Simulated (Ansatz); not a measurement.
# Ca on Cu(111): change of the work function, part 4 of 5

Wanted: Δφ(θ) for Ca/Cu(111), starting from the top site.

Ansatz 0.2.0; plane-wave DFT, RPBE, Ansatz PAW (the session's first sound run).

So far, work function, upper face (eV): step 2 (the clean slab) 4.67; step 3 (37 atoms, coverage 0.111 ML, cell 3x3) 2.19; step 4 (17 atoms, coverage 0.25 ML, cell 2x2) 2.58.

### 6. The 0.25 ML cell at another level of theory, cutoff 420 eV, functional PBE

This step: plane-wave DFT, PBE, Ansatz PAW (Ansatz 0.2.0).

The geometry is kept and the functional is PBE.

The input, input.yaml:

```yaml
crystal:
  lattice:
    - [5.1053109602, 0.0, 0.0]
    - [2.5526554801, 4.4213289858, 0.0]
    - [0.0, 0.0, 27.5799600859]
  atoms:
    - { symbol: Cu, position: [0.0, 0.0, 0.326323895] }
    - { symbol: Cu, position: [0.1666666667, 0.1666666667, 0.4018945074] }
    - { symbol: Cu, position: [0.3333333333, 0.3333333333, 0.4819587039] }
    - { symbol: Cu, position: [0.0, 0.0, 0.5482602296] }
    - { symbol: Cu, position: [0.0, 0.5, 0.326323895] }
    - { symbol: Cu, position: [0.1666666667, 0.6666666667, 0.4018945074] }
    - { symbol: Cu, position: [0.3387144087, 0.8306427957, 0.4780350325] }
    - { symbol: Cu, position: [-0.0011282456, 0.5005641228, 0.561607486] }
    - { symbol: Cu, position: [0.5, 0.0, 0.326323895] }
    - { symbol: Cu, position: [0.6666666667, 0.1666666667, 0.4018945074] }
    - { symbol: Cu, position: [0.8306427957, 0.3387144087, 0.4780350325] }
    - { symbol: Cu, position: [0.5005641228, -0.0011282456, 0.561607486] }
    - { symbol: Cu, position: [0.5, 0.5, 0.326323895] }
    - { symbol: Cu, position: [0.6666666667, 0.6666666667, 0.4018945074] }
    - { symbol: Cu, position: [0.8306427957, 0.8306427957, 0.4780350325] }
    - { symbol: Cu, position: [0.5005641228, 0.5005641228, 0.561607486] }
    - { symbol: Ca, position: [0.0, 0.0, 0.6422561268] }
kpoints:
  mp_grid: { grid: [7, 7, 1] }
hamiltonian:
  xc: pbe
scf:
  occupations: { method: fermi_dirac, width: 0.1 }
  convergence: { dr2_threshold: 1.0e-08 }
efield:
  axis: 3
  dipole_correction: true
  ramp_position: 0.97
  ramp_width: 0.06
output:
  write_potential: true
  write_density: true
  volumetric_format: npy
```

Command:

```bash
$ ansatz run input.yaml --threads 4 --pin off --max-ram 12288MiB --backend cpu --events-out ev --progress --plain --runs-dir out
```

Numbers of over 12 decimals in the logs are rounded to 6 here.

The program printed:

```text
[...]
Crystal: 17 atoms, lattice volume = 622.542 Å³
Basis set: ecut = 420 eV, 12291 PW (Γ)
Bands: 189, of which v1, the nominal top of the filled ones, is band 157 counted from 1 (156 counted from 0)
Symmetry: 6 space group operations
[...]
k-points: 8 of 49 (time reversal used)
[...]
SCF iter   1: F=—  HF=-107816.642997 eV  |F-HF|=—  |Δ(HF+E_count)|=         —  Δρ=2.94e-3  dr2=8.35e-1  ethr=1.77e-3  p=0.322 e·Å  D=9.35e-2 V/Å  ΔV_dip=-2.58 eV  dr2_dipole=5.08e-1  V_vac-E_F(+/−)=2.21/4.79 eV  ⟨swp⟩=8.4  Hψ=6698  notcnv=0  defer=83
[...]
SCF iter  15: F=-107816.644971 eV  HF=-107816.644971 eV  |F-HF|=1.72e-8  |Δ(HF+E_count)|=   2.55e-8  Δρ=8.82e-7  dr2=6.61e-9  ethr=3.18e-12  p=0.269 e·Å  D=7.83e-2 V/Å  ΔV_dip=-2.16 eV  dr2_dipole=4.96e-10  V_vac-E_F(+/−)=2.63/4.79 eV  ⟨swp⟩=13.4  Hψ=5985  notcnv=0
SCF 1 converged in 15 iterations: F = -107816.644971 eV  dr2 = 6.61e-9
[...]
SCF converged after 15 iterations
Free energy (F): -107816.644971 eV
[...]
Internal energy: -107816.420320 eV  (E = F + TS)
E sigma→0 (E₀):  -107816.532646 eV
Entropy (-TS):   -0.224650 eV (-13.215 meV/atom)
Fermi energy:    3.211239 eV
Dipole field:    D = 0.078252 V/Å  (p = 0.269216 e·Å, saw-weighted, corrected)
Work function:   Φ+ = 2.6327 eV   Φ− = 4.7908 eV
[...]
--- Band table (eV; the first three rows and the last of 8) ---
  k-point 0: bands = [... 153 lower, 2.8453, 2.8453, 2.9152, 3.2470, 3.7218, 3.7218, 3.9303, 4.3475, ... 28 higher]
  k-point 1: bands = [... 153 lower, 2.6742, 2.7259, 2.9318, 2.9752, 3.4500, 3.5477, 3.6579, 3.7331, ... 28 higher]
  k-point 2: bands = [... 153 lower, 2.1870, 2.7397, 3.0146, 3.0276, 3.2692, 3.4763, 3.4825, 4.1047, ... 28 higher]
  k-point 7: bands = [... 153 lower, 1.6925, 1.9301, 2.4435, 2.4811, 3.2764, 4.0312, 4.1593, 4.2296, ... 28 higher]
```

Wall time 62 s (4 threads of Arm Neoverse V1, shared host); peak memory 2.7 GiB; 3.9 min of CPU time.

In the SCF lines HF is the Harris–Foulkes energy and dr2 the Hartree energy of the density residual, in eV; the loop may stop once dr2 is under the threshold and the program's other checks hold. Hψ counts applications of the Hamiltonian.

Numbers from this step:

```yaml
energy_at_zero_smearing: -107816.5326 eV
work_function_upper_face: 2.633 eV
work_function_lower_face: 4.791 eV
dipole_along_the_normal: 0.2692 e·Å
step_between_the_vacuum_levels: -2.158 eV
```

The work function comes to 2.63 eV, +0.06 eV from the first level.

### 7. The 0.25 ML cell at another level of theory, cutoff 420 eV, functional LDA

This step: plane-wave DFT, LDA, Ansatz PAW (Ansatz 0.2.0).

The geometry is kept and the functional is LDA.

input.yaml: that of step 6 with these lines changed.

```diff
@@ -26,3 +26,3 @@
 hamiltonian:
-  xc: pbe
+  xc: lda
 scf:
```

The program printed:

```text
[...]
Crystal: 17 atoms, lattice volume = 622.542 Å³
Basis set: ecut = 420 eV, 12291 PW (Γ)
Bands: 189, of which v1, the nominal top of the filled ones, is band 157 counted from 1 (156 counted from 0)
Symmetry: 6 space group operations
[...]
k-points: 8 of 49 (time reversal used)
[...]
SCF iter   1: F=—  HF=-106659.252926 eV  |F-HF|=—  |Δ(HF+E_count)|=         —  Δρ=1.23e-2  dr2=6.56e-1  ethr=1.77e-3  p=0.322 e·Å  D=9.35e-2 V/Å  ΔV_dip=-2.58 eV  dr2_dipole=6.92e-2  V_vac-E_F(+/−)=2.53/5.11 eV  ⟨swp⟩=8.1  Hψ=6593  notcnv=0  defer=95
[...]
SCF iter  15: F=-106659.149865 eV  HF=-106659.149865 eV  |F-HF|=5.53e-9  |Δ(HF+E_count)|=   4.48e-9  Δρ=4.56e-7  dr2=2.35e-9  ethr=3.18e-12  p=0.303 e·Å  D=8.81e-2 V/Å  ΔV_dip=-2.43 eV  dr2_dipole=7.99e-11  V_vac-E_F(+/−)=2.72/5.15 eV  ⟨swp⟩=15.0  Hψ=6198  notcnv=0
SCF 1 converged in 15 iterations: F = -106659.149865 eV  dr2 = 2.35e-9
[...]
SCF converged after 15 iterations
Free energy (F): -106659.149865 eV
[...]
Internal energy: -106658.923673 eV  (E = F + TS)
E sigma→0 (E₀):  -106659.036769 eV
Entropy (-TS):   -0.226192 eV (-13.305 meV/atom)
Fermi energy:    2.920548 eV
Dipole field:    D = 0.088094 V/Å  (p = 0.303078 e·Å, saw-weighted, corrected)
Work function:   Φ+ = 2.7186 eV   Φ− = 5.1482 eV
[...]
--- Band table (eV; the first three rows and the last of 8) ---
  k-point 0: bands = [... 153 lower, 2.5766, 2.5766, 2.6479, 2.9836, 3.4376, 3.4376, 3.6480, 4.0517, ... 28 higher]
  k-point 1: bands = [... 153 lower, 2.3795, 2.4469, 2.6510, 2.6942, 3.1802, 3.2580, 3.3722, 3.4424, ... 28 higher]
  k-point 2: bands = [... 153 lower, 1.8945, 2.4437, 2.7218, 2.7337, 2.9879, 3.1823, 3.1843, 3.8320, ... 28 higher]
  k-point 7: bands = [... 153 lower, 1.3836, 1.6277, 2.1422, 2.1814, 2.9868, 3.7464, 3.8662, 3.9273, ... 28 higher]
```

The job ended after 63 s (4 threads; peak memory 2.7 GiB; 4 min of CPU time).

This step gave:

```
energy at zero smearing        : -106659.0368 eV
work function, upper face      : 2.719 eV
work function, lower face      : 5.148 eV
dipole along the normal        : 0.3031 e·Å
step between the vacuum levels : -2.430 eV
```

The work function comes to 2.72 eV, +0.14 eV from the first level.

### 8. The 0.25 ML cell at another level of theory, cutoff 500 eV, functional r2SCAN

This step: plane-wave DFT, r2SCAN, Ansatz PAW (Ansatz 0.2.0).

The geometry is kept and the functional is r2SCAN; other changes against the main runs: cutoff 420 → 500.

input.yaml: that of step 7 with these lines changed.

```diff
@@ -26,3 +26,3 @@
 hamiltonian:
-  xc: lda
+  xc: r2scan
 scf:
```

The program printed:

```text
[...]
Crystal: 17 atoms, lattice volume = 622.542 Å³
Basis set: ecut = 500 eV, 15809 PW (Γ), exchange–correlation on 160×160×864 points (64 copies of the dense FFT grid, shifted against one another)
Bands: 189, of which v1, the nominal top of the filled ones, is band 157 counted from 1 (156 counted from 0)
Symmetry: 6 space group operations
[...]
k-point 0: bands = [... 153 lower, 2.7526, 2.7526, 2.8280, 3.1407, 3.6642, 3.6642, 3.8815, 4.3337, ... 28 higher]
  k-point 1: bands = [... 153 lower, 2.5819, 2.6297, 2.8400, 2.8900, 3.3682, 3.4878, 3.6020, 3.6971, ... 28 higher]
  k-point 2: bands = [... 153 lower, 2.0607, 2.6508, 2.9252, 2.9446, 3.2007, 3.4128, 3.4311, 4.0733, ... 28 higher]
  k-point 7: bands = [... 153 lower, 1.5417, 1.7905, 2.3362, 2.3734, 3.2169, 4.0118, 4.1600, 4.2994, ... 28 higher]
[key lines of the parts left out:]
SCF converged after 17 iterations
Free energy (F): -107917.703694 eV
Fermi energy:    3.142864 eV
Dipole field:    D = 0.078463 V/Å  (p = 0.269942 e·Å, saw-weighted, corrected)
Work function:   Φ+ = 2.6561 eV   Φ− = 4.8201 eV
```

The job ended after 2.3 min (4 threads; peak memory 4.3 GiB).

The work function comes to 2.66 eV, +0.08 eV from the first level.

### 9. The 0.25 ML cell at another level of theory, cutoff 1350 eV, functional PBE

This step: plane-wave DFT, PBE, JTH PAW (Ansatz 0.2.0).

The geometry is kept and the functional is PBE; other changes against the main runs: JTH PAW files and cutoff 420 → 1350.

input.yaml: that of step 8 with these lines changed.

```diff
@@ -26,3 +26,4 @@
 hamiltonian:
-  xc: r2scan
+  xc: pbe
+  pseudopotentials: { kind: paw, source: jth }
 scf:
```

The program printed:

```text
[...]
k-point 0: bands = [... 153 lower, 3.7573, 3.7573, 3.8273, 4.1650, 4.6375, 4.6375, 4.8455, 5.2628, ... 28 higher]
  k-point 1: bands = [... 153 lower, 3.5938, 3.6468, 3.8481, 3.8915, 4.3680, 4.4652, 4.5751, 4.6494, ... 28 higher]
  k-point 2: bands = [... 153 lower, 3.1096, 3.6613, 3.9352, 3.9483, 4.1910, 4.3955, 4.4023, 5.0224, ... 28 higher]
  k-point 7: bands = [... 153 lower, 2.6169, 2.8546, 3.3670, 3.4047, 4.1987, 4.9533, 5.0812, 5.1519, ... 28 higher]
[key lines of the parts left out:]
SCF converged after 16 iterations
Free energy (F): -107804.856517 eV
Fermi energy:    4.132141 eV
Dipole field:    D = 0.078394 V/Å  (p = 0.269704 e·Å, saw-weighted, corrected)
Work function:   Φ+ = 2.6321 eV   Φ− = 4.7942 eV
```

It took 6 min on 4 threads; peak memory 11 GiB; 22 min of CPU time.

The work function comes to 2.63 eV, +0.06 eV from the first level.

### 10. Side by side

Times are for 4 threads of Arm Neoverse V1, shared host. The runs compared:

```csv
no.,functional,"work function, upper face (eV)",dipole along the normal (e·Å),time,memory (GiB)
1,pbe,2.633,0.2692,62 s,2.7
2,lda,2.719,0.3031,63 s,2.7
3,r2scan,2.656,0.2699,2.3 min,4.3
4,pbe,2.632,0.2697,6 min,11
```

### 11. A changed input

This step: plane-wave DFT, RPBE, Ansatz PAW (Ansatz 0.2.0).

A run with a changed input: it repeats the earlier run at 0.25 ML with total_charge to -1, relax.f_tol from 0.02 to 0.1 and relax.max_displacement to 0.1; its output block differs too.

The input, input.yaml:

```yaml
crystal:
  lattice:
    - [5.1053109602, 1.0e-10, 0.0]
    - [2.5526554801, 4.4213289858, 0.0]
    - [0.0, 0.0, 27.5799600859]
  atoms:
    - { symbol: Cu, position: [0.0, 0.0, 0.326323895] }
    - { symbol: Cu, position: [0.1666666667, 0.1666666667, 0.4018945074] }
    - { symbol: Cu, position: [0.3333333333, 0.3333333333, 0.4792993279] }
    - { symbol: Cu, position: [0.0, 0.0, 0.556417052] }
    - { symbol: Cu, position: [0.0, 0.5, 0.326323895] }
    - { symbol: Cu, position: [0.1666666667, 0.6666666667, 0.4018945074] }
    - { symbol: Cu, position: [0.3333333333, 0.8333333333, 0.4792993279] }
    - { symbol: Cu, position: [0.0, 0.5, 0.556417052] }
    - { symbol: Cu, position: [0.5, 0.0, 0.326323895] }
    - { symbol: Cu, position: [0.6666666667, 0.1666666667, 0.4018945074] }
    - { symbol: Cu, position: [0.8333333333, 0.3333333333, 0.4792993279] }
    - { symbol: Cu, position: [0.5, 0.0, 0.556417052] }
    - { symbol: Cu, position: [0.5, 0.5, 0.326323895] }
    - { symbol: Cu, position: [0.6666666667, 0.6666666667, 0.4018945074] }
    - { symbol: Cu, position: [0.8333333333, 0.8333333333, 0.4792993279] }
    - { symbol: Cu, position: [0.5, 0.5, 0.556417052] }
    - { symbol: Ca, position: [0.0, 0.0, 0.673676105] }
kpoints:
  mp_grid: { grid: [7, 7, 1] }
hamiltonian:
  xc: rpbe
scf:
  occupations: { method: fermi_dirac, width: 0.1 }
  convergence: { dr2_threshold: 1.0e-08 }
efield:
  axis: 3
  dipole_correction: true
  ramp_position: 0.97
  ramp_width: 0.06
relax:
  f_tol: 0.1
  max_steps: 60
  constraints: [{ sites: [0, 1, 4, 5, 8, 9, 12, 13] }]
  max_displacement: 0.1
output:
  bader: true
  dos: { projected: true, e_range: [-8, 4] }
  write_potential: true
  write_density: true
  volumetric_format: npy
total_charge: -1
```

The program printed:

```text
Error: efield: with total_charge ≠ 0 without external_charges — the saw-weighted dipole of a charged cell depends on the ramp position (the isolated-slab reference a dipole correction restores does not exist for a charged slab), so the field energy is ill-defined under the jellium convention; neutralise the cell or drop the efield: block, which crystal.periodic lets a charged slab do
```

It took 0.03 s on 4 threads; peak memory 0.032 GiB.

The program refused the input before any cycle.

The program's message: “Error: efield: with total_charge ≠ 0 without external_charges — the saw-weighted dipole of a charged cell depends on the ramp position (the isolated-slab reference a dipole correction restores does no …”

(Part 4 of 5 ends here.)

[Logs are printed without paths, hosts, clocks, repeated set-up lines and the standing remarks that a program may print on its own settings, such as how far it seeks lower states.]

[Hosts, paths, dates, database ids (printed as entryN), source tags and the programs' standing remarks are cut or masked in the printed files.]

[Maps of the electrostatic potential energy from Ansatz leave out the sawtooth potential of an applied field or a dipole correction, so their vacuum need not be flat; planar profiles and work functions include it.]
